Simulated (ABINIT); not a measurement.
# A GW chain in ABINIT: WS2 (Tungstenite)

How does a plane-wave GW calculation on WS2 (Tungstenite) run from the first input to the gap?

Calculated with ABINIT 10.8.3; PBE and many-body steps on it, plane waves.

Report form: the programs' logs are mostly left out.

## Step 1: The structure

The structure is hexagonal, space group P6_3/mmc (No. 194). Conventional cell: a = 3.153 Å, b = 3.153 Å, c = 12.323 Å, α = 90.00°, β = 90.00°, γ = 120.00°. Nearest to W lie 6 S at 2.40 Å. Nearest to S lie 3 W at 2.40 Å. Farther neighbours and most contacts between anions are not listed.

Structure file:

```cif
data_structure
_symmetry_space_group_name_H-M 'P6_3/mmc'
_symmetry_Int_Tables_number 194
_cell_length_a 3.1532
_cell_length_b 3.1532
_cell_length_c 12.3230
_cell_angle_alpha 90.000
_cell_angle_beta 90.000
_cell_angle_gamma 120.000
_cell_volume 106.11
loop_
_atom_site_label
_atom_site_type_symbol
_atom_site_symmetry_multiplicity
_atom_site_Wyckoff_symbol
_atom_site_fract_x
_atom_site_fract_y
_atom_site_fract_z
_atom_site_occupancy
W1 W 2 c 0.33333 0.66667 0.25000 1
S1 S 4 f 0.33333 0.66667 0.62250 1
```

The cell and positions come from the Crystallography Open Database and are kept as given unless a step says otherwise. Spin-orbit coupling is left out unless a step names it.

## Step 2: Ground state

This step: ABINIT 10.8.3; DFT, PBE, plane waves, norm-conserving pseudopotentials.

The ground-state density comes first.

The input, run.abi:

```
acell 3*1.0 Angstrom
rprim 
  3.153199999992 0.000000000002 0.000000000000
  -1.576599999998 2.730751303206 0.000000000000
  0.000000000000 0.000000000000 12.323000000000
ntypat 2
znucl 74 16
natom 6
typat 1 1 2 2 2 2
xred 
  0.333333333333 0.666666666667 0.250000000000
  0.666666666667 0.333333333333 0.750000000000
  0.333333333333 0.666666666667 0.622500000000
  0.666666666667 0.333333333333 0.122500000000
  0.333333333333 0.666666666667 0.877500000000
  0.666666666667 0.333333333333 0.377500000000
pp_dirpath "pseudos"
pseudos "W.upf, S.upf"
ecut 31
ngkpt 6 6 2
nshiftk 1
shiftk 0 0 0
kptopt 1
chksymbreak 0
nband 33
occopt 1
tolvrs 1e-10
nstep 60
prtwf 0
optforces 0
optstress 0
indata_prefix "in"
outdata_prefix "out"
tmpdata_prefix "tmp"
```

Started as:

```console
$ OMP_NUM_THREADS=1 mpirun -n 8 abinit run.abi > log
```

Run time: 21 s. Hardware: 8 MPI ranks of Arm Neoverse V2, shared host; peak memory 0.68 GiB; 2.8 min of CPU time.

This step gave:

* total energy: -5334.2369 eV
* gap: 0.9807 eV
* k of the valence top: 0, 0, 0
* k of the conduction bottom: 0.1667, 0.1667, 0
* least direct gap: 1.837 eV

The gap is indirect, with the least direct gap 0.86 eV higher.

## Step 3: Empty states on the mesh, 3×3×1 mesh, 166 bands

The sums over transitions need many empty states on a uniform mesh; this step solves for them.

Changes to run.abi since step 2:

```diff
@@ -19,3 +19,3 @@
 ecut 31
-ngkpt 6 6 2
+ngkpt 3 3 1
 nshiftk 1
@@ -24,9 +24,10 @@
 chksymbreak 0
-nband 33
-occopt 1
-tolvrs 1e-10
+iscf -2
+irdden 1
+istwfk *1
+nband 166
+nbdbuf 14
+tolwfr 1e-09
 nstep 60
-prtwf 0
-optforces 0
-optstress 0
+prtvol 0
 indata_prefix "in"
```

Started as:

```console
$ OMP_NUM_THREADS=2 mpirun -n 3 abinit run.abi > log
```

Run time: 33 s. Hardware: 3 MPI ranks; peak memory 0.3 GiB.

This step gave:

```
gap                                                           : 1.305 eV
k of the valence top                                          : 0, 0, 0
k of the conduction bottom                                    : 0.3333, 0.3333, 0
least direct gap                                              : 1.837 eV
k points computed                                             : 3
lowest point of the top converged band, above the valence top : 53.9991 eV
```

On this mesh the gap is 1.305 eV. The earlier step found 0.981 eV, so this mesh misses an edge.

## Step 4: Screening, 3×3×1 mesh, 152 bands, screening to 130.6 eV

The RPA dielectric matrix is built and inverted for each q.

This step: RPA screening on PBE, plane waves, norm-conserving pseudopotentials.

Changes to run.abi since step 3:

```diff
@@ -24,10 +24,11 @@
 chksymbreak 0
-iscf -2
-irdden 1
 istwfk *1
-nband 166
-nbdbuf 14
-tolwfr 1e-09
-nstep 60
-prtvol 0
+occopt 1
+irdwfk 1
+optdriver 3
+nband 152
+ecuteps 4.8
+inclvkb 2
+awtr 1
+symchi 1
 indata_prefix "in"
```

Started as:

```console
$ OMP_NUM_THREADS=1 mpirun -n 8 abinit run.abi > log
```

Wall time 15 s (8 MPI ranks); peak memory 1.7 GiB; 2 min of CPU time.

This step gave:

- ε∞ with local fields, on this mesh, along the program's q direction: 17.41
- the same without local fields: 19.48
- plasma frequency: 25.99 eV
- plane waves in the screening matrix: 341

Local fields lower ε∞ by 11 %. On a Γ-centred mesh this coarse the value itself is usually too large, while a short band sum pulls it down.

## Step 5: Self-energy, 3×3×1 mesh, 152 bands, screening to 130.6 eV

The self-energy is evaluated for the states that the input lists, and the levels follow from it, in one-shot runs by the linearised quasiparticle equation.

This step: G0W0 on PBE, plane waves, norm-conserving pseudopotentials.

Changes to run.abi since step 4:

```diff
@@ -27,8 +27,17 @@
 irdwfk 1
-optdriver 3
+optdriver 4
 nband 152
+gwcalctyp 0
+ecutsigx 31
+symsigma 1
+nkptgw 2
+kptgw 
+  0.0000000000 0.0000000000 0.0000000000
+  0.3333333333 0.3333333333 0.0000000000
+bdgw 
+  25 28
+  25 28
 ecuteps 4.8
-inclvkb 2
-awtr 1
-symchi 1
+irdscr 1
+ppmodel 1
 indata_prefix "in"
```

Wall time 6.2 s (8 MPI ranks); peak memory 1.2 GiB; 48 s of CPU time.

Numbers from this step:

```yaml
g0w0_gap_on_the_points_computed: 1.999 eV
starting_gap_on_the_mesh: 1.305 eV
k_of_the_valence_top: 0, 0, 0
k_of_the_conduction_bottom: 0.3333, 0.3333, 0
z_at_the_valence_top: 0.784
z_at_the_conduction_bottom: 0.786
least_direct_g0w0_gap_on_the_computed_points: 2.562 eV
```

The gap on the mesh goes from 1.31 eV to 2.00 eV, a correction of +0.69 eV. The start differs from the 0.98 eV found before because the two sample other k points.

Limits: finite bands, cutoff and mesh; no spin-orbit coupling; coarse k mesh. v1 is the top filled band, c1 the lowest empty one. Levels before and after the correction, in eV, zero at the valence-band top of each column:

|  | conduction bottom | valence top |
| --- | --- | --- |
| Kohn-Sham | 1.31 | 0.00 |
| G0W0 | 2.00 | 0.00 |

|  | level | energy (eV) |
| --- | --- | --- |
| Kohn-Sham | Γ v2 | -1.221 |
| Kohn-Sham | Γ v1 | 0.000 |
| Kohn-Sham | Γ c1-c2 | 2.311 |
| Kohn-Sham | (0.333 0.333 0) v2 | -0.739 |
| Kohn-Sham | (0.333 0.333 0) v1 | -0.532 |
| Kohn-Sham | (0.333 0.333 0) c1-c2 | 1.305 |
| G0W0 | Γ v2 | -1.335 |
| G0W0 | Γ v1 | 0.000 |
| G0W0 | Γ c1-c2 | 2.829 |
| G0W0 | (0.333 0.333 0) v2 | -0.813 |
| G0W0 | (0.333 0.333 0) v1 | -0.563 |
| G0W0 | (0.333 0.333 0) c1-c2 | 1.999 |

## Step 6: Where the time went

Times are wall times on the hardware named with each run, good to a factor of about two.

```csv
step,time,share,memory (GiB)
ground state,21 s,28 %,0.68
empty states on the mesh,33 s,44 %,0.3
screening,15 s,20 %,1.7
self-energy,6.2 s,8 %,1.2
```

## Step 7: What came out

| Item | Value |
| --- | --- |
| PBE gap | 0.98 eV, indirect |
| G0W0 gap on the mesh | 2.00 eV |
| G0W0 gap over the zone (rigid shift) | 1.67 eV |
| GW settings | 3×3×1 mesh, 152 bands, screening to 130.6 eV, Godby-Needs plasmon pole |
| known limits | not at the basis limit; no spin-orbit coupling; coarse k mesh |

**Reading.** G0W0 moves the gap on the mesh from 1.31 eV to 2.00 eV (+0.69 eV), with Z of 0.78 and 0.79 at the edges. The mesh misses the band edges by 0.32 eV in all; a rigid shift gives 1.67 eV for the zone. Local fields lower the RPA ε∞ on this mesh from 19.48 to 17.41; a Γ-centred mesh this coarse tends to raise both, most where the direct gap is narrow, while a short band sum lowers them. Only 2 of the mesh's irreducible points were corrected, so a valley elsewhere could overtake. The dearest step here is «empty states on the mesh». Bands and cutoff are finite, so the gap is not at the basis limit. The miss can reach some tenths of an eV and take either sign; the mesh is an error of its own. In the G0W0 run levels were corrected at 2 k points alone, so a gap called «on the mesh» is the least over those, and an edge elsewhere would be missed. A denser mesh or path gives a starting gap of 0.98 eV: the GW mesh misses a band edge, so its gaps are not the fundamental one. The 3×3×1 mesh is coarse for this cell, which bears on the long-range parts of exchange and screening. The many-body steps are scalar-relativistic: spin-orbit coupling is not in them.

[Paths, hosts, dates, memory and timing lines, banners, echoed tables and standing remarks are left out of the program output.]

[Logs are printed without paths, hosts, clocks, repeated set-up lines and the standing remarks that a program may print on its own settings, such as how far it seeks lower states.]

[Runs of the session that timed out or met a known fault of the program may be left out.]

[Hosts, paths, dates, database ids (printed as entryN), source tags and the programs' standing remarks are cut or masked in the printed files.]

[G0W0 gaps are taken among the corrected bands and points alone; a level outside them can change the order at an edge.]

[Where Ansatz stands beside ABINIT at settings called matched, ABINIT's density can come from a denser mesh and the files from another edition; pairs whose starting gaps differed by over 0.03 eV were left out, so agreement reads better than it is.]
